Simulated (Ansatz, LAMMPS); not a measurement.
# Glassy 64SiO2-18MgO-9Li2O-9K2O (mol %) (155 atoms): geometry optimisation

Aim: bring glassy 64SiO2-18MgO-9Li2O-9K2O (mol %) (155 atoms) to a nearby minimum of the energy and see what moves.

Main program and level: Ansatz 0.2.0; Kohn-Sham DFT, PBE, PAW (set soft_2), plane waves.

### 1. The starting structure

The cell holds 155 atoms: 35 Si, 10 Mg, 10 Li, 10 K and 90 O. Its edges and angles: a = 12.664 Å, b = 12.664 Å, c = 12.664 Å, α = 90.0°, β = 90.0°, γ = 90.0°. 155 atoms (35 Si, 10 Mg, 10 Li, 10 K, 90 O) placed at random at 2.4 g/cm³, melted at 4000 K for 10 ps at fixed volume with the Morse and Coulomb pair potential with partial charges (Pedone, Malavasi, Menziani, Cormack and Segre, J. Phys. Chem. B 110, 11780 (2006)). Quenched from 4000 K to 300 K at 50 K/ps and fixed volume, held 10 ps at zero pressure.

Before any run, some limits are plain. The quench rate of 50 K/ps is orders of magnitude faster than experiment, which tends to freeze in extra defects. The starting topology of bonds comes from the classical model. Only the Γ point is sampled, in a cell whose shortest periodic width is 13 Å.

### 2. Single point at the start

A single point comes first, to see the forces before anything moves.

Contents of input.yaml:

```yaml
crystal:
  lattice:
    - [12.66431, 0.0, 0.0]
    - [0.0, 12.66431, 0.0]
    - [0.0, 0.0, 12.66431]
  atoms:
    - { symbol: Si, position: [0.6429, 0.8013, 0.7841] }
    - { symbol: Si, position: [0.5639, 0.20836, 0.29076] }
    - { symbol: Si, position: [0.05803, 0.79709, 0.15858] }
    - { symbol: Si, position: [0.87971, 0.27029, 0.45115] }
    [... 145 atom lines left out ...]
    - { symbol: O, position: [0.6687, 0.69707, 0.71525] }
    - { symbol: O, position: [0.51086, 0.61199, 0.90984] }
    - { symbol: O, position: [0.2679, 0.71266, 0.50332] }
    - { symbol: O, position: [0.8072, 0.46398, 0.99113] }
    - { symbol: O, position: [0.45487, 0.64914, 0.54259] }
    - { symbol: O, position: [0.79488, 0.2889, 0.54944] }
kpoints:
  mp_grid: { grid: [1, 1, 1] }
hamiltonian:
  xc: pbe
scf:
  occupations: { method: fixed }
output:
  forces: true
  stress: true
  populations: true
  dos:
    method: { smearing: { sigma: 0.15 } }
    de: 0.1
    projected: { site_lists: { K: [K], Li: [Li], Mg: [Mg], O: [O], Si: [Si] } }
  eigenvalues: true
```

Started as:

```bash
$ ansatz run input.yaml --threads 4 --pin off --max-ram 8192MiB --backend cpu --events-out ev --progress --plain --runs-dir out
```

Elapsed: 35 s, on 4 threads of Intel Xeon Platinum 8488C (Sapphire Rapids), shared host; peak memory 3.4 GiB; 2.1 min of CPU time.

The run gave:

```
free energy                                      : -110147.5444 eV
free energy per atom                             : -710.6293 eV/atom
SCF cycles                                       : 10
pressure                                         : 5.219 GPa
r.m.s. force component                           : 1.404 eV/Å
longest force                                    : 6.409 eV/Å
Fermi energy                                     : 4.745 eV
gap (highest filled to lowest empty level) : 2.862 eV
spilling of the projection                       : 0.01135
```

The r.m.s. force component of 1.4 eV/Å and the pressure of 5.2 GPa set the starting point.

Length of the force by element:

```
element  coordination  atoms  mean length of the force (eV/Å)  spread  least   most
      K           all     10                            0.585   0.177  0.250  0.898
     Li           all     10                            0.709   0.455  0.139   1.88
     Mg           all     10                             1.14   0.773  0.237   2.88
      O           all     90                             2.08    1.20  0.284   6.41
     Si           all     35                             2.98    1.27   1.07   6.09
```

### 3. Relaxation

The atoms are relaxed in the fixed cell, aiming at the force tolerance of the input.

input.yaml, the sections that differ from step 2:

```yaml
output:
  forces: true
relax:
  f_tol: 0.05
  max_steps: 143
# crystal, kpoints, hamiltonian, scf: as in step 2
```

The job ended after 7.3 min (4 threads; peak memory 3 GiB; 27 min of CPU time).

Relaxation path (22 of 23):

| step | energy less that of the first step (eV) | largest force component (eV/Å) |
| --- | --- | --- |
| 1 | 0.0000 | 5.5382 |
| 2 | -7.4613 | 3.0296 |
| 3 | -12.4237 | 0.8174 |
| 4 | -13.1747 | 0.6261 |
| 5 | -13.6438 | 0.3600 |
| 6 | -13.9110 | 0.2864 |
| 7 | -14.0836 | 0.3109 |
| 8 | -14.1702 | 0.2636 |
| 9 | -14.2367 | 0.2052 |
| 10 | -14.2867 | 0.2290 |
| 11 | -14.3618 | 0.2361 |
| 13 | -14.4704 | 0.2920 |
| 14 | -14.5379 | 0.2638 |
| 15 | -14.6106 | 0.4160 |
| 16 | -14.6771 | 0.3736 |
| 17 | -14.7225 | 0.2019 |
| 18 | -14.6341 | 0.5201 |
| 19 | -14.7663 | 0.1483 |
| 20 | -14.7306 | 0.2867 |
| 21 | -14.7831 | 0.0731 |
| 22 | -14.7809 | 0.0640 |
| 23 | -14.7883 | 0.0254 |

Relaxation steps 18, 20, 22 were tried and not accepted.

The atoms that moved most (Å):

```
atom      dx      dy      dz  length
Mg39   1.266   0.586  -0.419   1.457
Li46   0.420  -0.263  -1.063   1.173
Li52  -0.802   0.017  -0.399   0.896
 O67   0.471   0.561  -0.362   0.817
 K56  -0.284   0.564  -0.014   0.632
Li51   0.550  -0.018   0.028   0.551
O132  -0.418   0.003  -0.354   0.547
O136  -0.321   0.440  -0.016   0.545
```

The relaxation changed the energy by -95.4 meV/atom, and atoms moved by 0.33 Å r.m.s., 1.5 Å at most.

### 4. Distances and neighbours after relaxation

Bonds before and after, by the cutoffs listed below:

| pair | bonds before | bonds after | mean before (Å) | mean after (Å) | spread before (Å) | spread after (Å) |
| --- | --- | --- | --- | --- | --- | --- |
| O-Si | 140 | 140 | 1.617 | 1.639 | 0.054 | 0.032 |
| O-K | 60 | 52 | 2.850 | 2.783 | 0.158 | 0.162 |
| O-Li | 36 | 37 | 2.104 | 2.000 | 0.168 | 0.141 |
| O-Mg | 44 | 44 | 2.100 | 2.042 | 0.146 | 0.094 |

Density 2.56 g/cm³, 13.10 Å³ an atom.

Pair distribution functions g(r), in bins of 0.2 Å:

```csv
r (Å),total,O-O,O-Si,O-K,O-Li,O-Mg,Si-Si
1.50,0.49,0.00,1.86,0.00,0.00,0.00,0.00
1.70,3.02,0.00,11.51,0.00,0.00,0.00,0.00
1.90,0.67,0.00,0.00,0.00,5.44,3.54,0.00
2.10,0.58,0.00,0.00,0.00,2.29,5.47,0.00
2.30,0.09,0.00,0.00,0.00,0.68,0.51,0.00
2.50,0.54,1.13,0.00,0.97,0.00,0.14,0.00
2.70,1.96,4.80,0.00,2.73,0.12,0.13,0.00
2.90,0.73,0.92,0.06,2.02,0.64,0.32,1.22
3.10,1.04,0.93,0.32,0.73,0.74,0.47,4.43
3.30,0.94,0.84,0.68,1.07,1.25,0.17,1.39
3.50,1.02,0.88,1.11,0.95,0.79,1.47,0.00
3.70,0.99,0.60,1.39,0.92,1.30,1.12,0.28
3.90,0.95,0.51,1.53,0.77,1.00,1.18,0.26
4.10,1.19,0.61,2.21,0.86,1.01,1.39,0.62
4.30,1.20,0.90,1.54,1.17,1.32,1.80,1.36
4.50,0.92,0.78,0.73,1.20,1.20,1.60,1.25
4.70,0.91,1.08,0.68,0.85,0.85,1.34,1.20
4.90,1.11,1.65,0.80,1.04,0.64,0.75,0.94
5.10,1.04,1.36,0.68,1.34,0.96,0.62,1.17
5.30,1.00,1.26,0.65,1.29,0.55,0.96,1.47
5.50,0.90,1.00,0.78,0.95,0.92,0.65,1.00
5.70,0.94,0.86,1.04,0.77,0.94,0.66,1.22
5.90,0.95,0.79,1.21,0.70,1.24,0.93,0.72
6.10,1.01,0.92,1.08,1.02,1.08,1.06,0.71
```

Bonds by pair of elements; cutoffs follow the first minimum of g(r), held within bounds set by covalent radii, and pairs that aren't listed don't count as bonded:

```
pair A-B  cutoff (Å)  bonds  mean length (Å)  spread (Å)  shortest (Å)  B about A  A about B
    O-Si        2.08    140             1.64       0.032          1.57       1.56          4
     O-K        3.15     52             2.78       0.162          2.50      0.578        5.2
    O-Li        2.58     37                2       0.141          1.81      0.411        3.7
    O-Mg        2.48     44             2.04       0.094          1.91      0.489        4.4
```

How many atoms have how many bonded neighbours:

```
element  mean   2   3   4  5  6  7
      K   5.2   0   0   3  3  3  1
     Li   3.7   0   3   7  0  0  0
     Mg   4.4   0   0   6  4  0  0
      O  3.03  20  47  23  0  0  0
     Si     4   0   0  35  0  0  0
```

Bond angles (no mean is given where the spread exceeds 20°):

```csv
angle,count,mean (°),spread (°)
O-Si-O,210,109,5.1
O-K-O,114,-,-
K-O-Si,76,107,16.1
O-Mg-O,76,-,-
Si-O-Si,51,142,13.8
```

Oxygen atoms by the number of network formers (Si, P, Ge, B, Al, As, Ga) bound to them:

| network formers bound to O | O atoms | per cent |
| --- | --- | --- |
| 0 | 1 | 1.1 |
| 1 | 38 | 42.2 |
| 2 | 51 | 56.7 |

Network units: each former by its oxygen neighbours and how many of them bridge to another former:

```csv
former,O neighbours,bridging O,atoms
Si,4,1,2
Si,4,2,10
Si,4,3,12
Si,4,4,11
```

Bond length by coordination (bonds to H left out):

| element | coordination | atoms | mean bond length (Å) |
| --- | --- | --- | --- |
| K | 4 | 3 | 2.78 |
| K | 5 | 3 | 2.77 |
| K | 6 | 3 | 2.77 |
| K | 7 | 1 | 2.83 |
| Li | 3 | 3 | 1.95 |
| Li | 4 | 7 | 2.02 |
| Mg | 4 | 6 | 2.01 |
| Mg | 5 | 4 | 2.08 |
| O | 2 | 20 | 1.65 |
| O | 3 | 47 | 1.96 |
| O | 4 | 23 | 2.12 |

Rings of the network by King's shortest-path rule, up to 12 atoms, one path for each pair of neighbours; H, halogens, alkali and alkaline-earth atoms are left out, and the last column divides by all other atoms, bonded or not:

```csv
ring size (atoms),rings,per network atom
8,1,0.008
10,5,0.04
12,3,0.024
```

For some of the pairs, g(r) has its first main peak near 2.7 Å (O-O), 1.6 Å (O-Si), 2.7 Å (O-K), 1.9 Å (O-Li), 2.0 Å (O-Mg) and 3.1 Å (Si-Si). By these cutoffs 70 % of Li atoms have 4, 60 % of Mg atoms have 4 and 52 % of O atoms have 3 bonded neighbours. The O-Si-O angle averages 109° with a spread of 5°. 57 % of the oxygens bridge two formers (Si) and 42 % are non-bridging; 1 % join none. The commonest Si unit has 4 oxygens, 3 of them shared with other formers (12 of 35 atoms). Rings of 10 atoms are the most common (56 % of those counted); sizes run from 8 to 12, where the search stops.

### 5. Single point at the relaxed geometry

One more single point at the end of the walk gives the fuller output and checks the residual forces.

Contents of input.yaml:

```yaml
crystal:
  lattice:
    - [12.66431, 0.0, 0.0]
    - [0.0, 12.66431, 0.0]
    - [0.0, 0.0, 12.66431]
  atoms:
    - { symbol: Si, position: [0.62046, 0.80236, 0.78341] }
    - { symbol: Si, position: [0.58155, 0.19812, 0.28999] }
    - { symbol: Si, position: [0.05292, 0.80895, 0.1712] }
    - { symbol: Si, position: [0.88433, 0.2609, 0.45343] }
    [... 145 atom lines left out ...]
    - { symbol: O, position: [0.63771, 0.69471, 0.71244] }
    - { symbol: O, position: [0.50089, 0.62135, 0.89851] }
    - { symbol: O, position: [0.23831, 0.70792, 0.50446] }
    - { symbol: O, position: [0.80201, 0.46466, 0.99539] }
    - { symbol: O, position: [0.43137, 0.63175, 0.52501] }
    - { symbol: O, position: [0.80117, 0.30323, 0.54656] }
kpoints:
  mp_grid: { grid: [1, 1, 1] }
hamiltonian:
  xc: pbe
scf:
  occupations: { method: fixed }
output:
  forces: true
  stress: true
  populations: intrinsic
  dos:
    method: { smearing: { sigma: 0.08 } }
    de: 0.1
    projected: { site_lists: { K: [K], Li: [Li], Mg: [Mg], O: [O], Si: [Si] } }
  eigenvalues: true
  write_density: true
  write_potential: true
  volumetric_format: npy
```

Run time: 54 s. Hardware: 4 threads; peak memory 3.4 GiB; 3.2 min of CPU time.

The run gave:

```
free energy                                      : -110162.3327 eV
free energy per atom                             : -710.7247 eV/atom
SCF cycles                                       : 9
pressure                                         : 1.625 GPa
r.m.s. force component                           : 0.00634 eV/Å
longest force                                    : 0.02786 eV/Å
Fermi energy                                     : 3.858 eV
gap (highest filled to lowest empty level) : 4.003 eV
```

Intrinsic-atomic-orbital charges by element and coordination:

| element | coordination | atoms | mean charge (e) | spread | least | most |
| --- | --- | --- | --- | --- | --- | --- |
| K | all | 10 | 0.866 | 0.0128 | 0.845 | 0.889 |
| K | 4 | 3 | 0.872 | 9.0e-4 | 0.871 | 0.873 |
| K | 5 | 3 | 0.860 | 0.0111 | 0.845 | 0.871 |
| K | 6 | 3 | 0.871 | 0.015 | 0.852 | 0.889 |
| K | 7 | 1 | 0.848 | 0 | 0.848 | 0.848 |
| Li | all | 10 | 0.784 | 0.0057 | 0.779 | 0.797 |
| Li | 3 | 3 | 0.780 | 0.0011 | 0.779 | 0.782 |
| Li | 4 | 7 | 0.786 | 0.0061 | 0.780 | 0.797 |
| Mg | all | 10 | 1.62 | 0.0134 | 1.60 | 1.65 |
| Mg | 4 | 6 | 1.62 | 0.0106 | 1.60 | 1.64 |
| Mg | 5 | 4 | 1.63 | 0.0116 | 1.62 | 1.65 |
| O | all | 90 | -1.01 | 0.123 | -1.51 | -0.879 |
| O | 2 | 20 | -0.902 | 0.0404 | -1.07 | -0.879 |
| O | 3 | 47 | -1.01 | 0.111 | -1.21 | -0.889 |
| O | 4 | 23 | -1.10 | 0.120 | -1.51 | -0.921 |
| Si | all | 35 | 1.66 | 0.0595 | 1.55 | 1.74 |

States in the cell by windows of 1 eV, zero at the Fermi level; the larger projections on atomic orbitals stand beside the total:

| from (eV) | to (eV) | total | O p | Si p | K p |
| --- | --- | --- | --- | --- | --- |
| -14 | -13 | 0.0 | 0.0 | 0.0 | 0.0 |
| -13 | -12 | 0.7 | 0.0 | 0.0 | 0.7 |
| -12 | -11 | 53.6 | 0.6 | 0.2 | 52.4 |
| -11 | -10 | 7.8 | 1.4 | 0.1 | 5.6 |
| -10 | -9 | 11.2 | 7.4 | 0.6 | 0.0 |
| -9 | -8 | 16.0 | 10.8 | 1.3 | 0.0 |
| -8 | -7 | 25.3 | 17.9 | 3.2 | 0.0 |
| -7 | -6 | 30.8 | 23.2 | 5.3 | 0.0 |
| -6 | -5 | 24.5 | 18.9 | 3.9 | 0.0 |
| -5 | -4 | 64.9 | 51.9 | 6.6 | 0.1 |
| -4 | -3 | 87.1 | 75.2 | 5.5 | 0.1 |
| -3 | -2 | 102.1 | 93.9 | 3.1 | 0.1 |
| -2 | -1 | 97.0 | 91.3 | 2.0 | 0.1 |
| -1 | 0 | 76.3 | 73.0 | 1.1 | 0.1 |
| 0 | 1 | 2.8 | 2.7 | 0.0 | 0.0 |
| 1 | 3 | 0.0 | 0.0 | 0.0 | 0.0 |
| 3 | 4 | 0.7 | 0.0 | 0.0 | 0.0 |
| 4 | 5 | 1.3 | 0.0 | 0.0 | 0.0 |

The curve was stored every 0.10 eV, coarse against its broadening of 0.08 eV, so these counts are rough.

With fixed occupations the program's Fermi level is the highest filled level; weight inside the gap is the broadening of levels at its edges.

Between -26 and -14 eV lie 180 more states.

The stored curve holds about 780 of the 900 electrons; the rest, give or take the few that broadening carries across the Fermi level, lie in deeper levels below its range.

The levels nearest the highest filled one (over half full), pooled over k-points and spins:

```
level less the highest filled one (eV)  occupation
                                -0.161           2
                                -0.135           2
                                -0.104           2
                               -0.0602           2
                               -0.0309           2
                                     0           2
                                  4.00           0
                                  5.13           0
                                  5.36           0
                                  5.41           0
                                  5.45           0
                                  5.49           0
```

Mean intrinsic-atomic-orbital charges: K +0.87, Li +0.78, Mg +1.62, O -1.01, Si +1.66 e.

### 6. Summary of results

```yaml
energy_change_in_the_relaxation: -95.41 meV/atom
r_m_s_displacement: 0.325 Å
largest_displacement: 1.457 Å
free_energy_per_atom: -710.7247 eV/atom
pressure: 1.625 GPa
r_m_s_force_component: 0.00634 eV/Å
spacing_of_highest_filled_and_lowest_empty_level: 4.003 eV
wall_time_of_the_3_dft_runs: 8.8 min
```

In words: Relaxation lowers the energy by 95.4 meV/atom and moves atoms by 0.33 Å r.m.s.; the r.m.s. force component goes from 1.4 to 0.0063 eV/Å, the pressure goes from 5.2 to 1.6 GPa, and the gap from 2.86 to 4.00 eV. By the final cutoffs 16 of 280 bonded pairs parted and 9 joined. First to last step the energy falls by 14.788 eV; the largest move, 1.46 Å, is that of Mg39. The O-Li bonds change most in mean length: from 2.104 Å (spread 0.168) to 2.000 Å (spread 0.141), and their number from 36 to 37. With the cutoffs above, 70 % of Li atoms have 4, 60 % of Mg atoms have 4 and 52 % of O atoms have 3 bonded neighbours. 57 % of the oxygens bridge two formers (Si) and 42 % are non-bridging; 1 % join none. The highest filled and lowest empty levels differ by 4.00 eV (at Γ alone); a semilocal functional tends to put such gaps too low. In a disordered cell it changes from sample to sample, and tail or defect levels can set it.

Caveats: The starting topology of bonds comes from the classical model; in DFT 16 of its 280 bonded pairs passed out of the cutoffs and 9 came within them. The pressure of 1.6 GPa says that the cell would expand at this level of theory.

[Logs are printed without paths, hosts, clocks, repeated set-up lines and the standing remarks that a program may print on its own settings, such as how far it seeks lower states.]

[Hosts, paths, dates, database ids (printed as entryN), source tags and the programs' standing remarks are cut or masked in the printed files.]
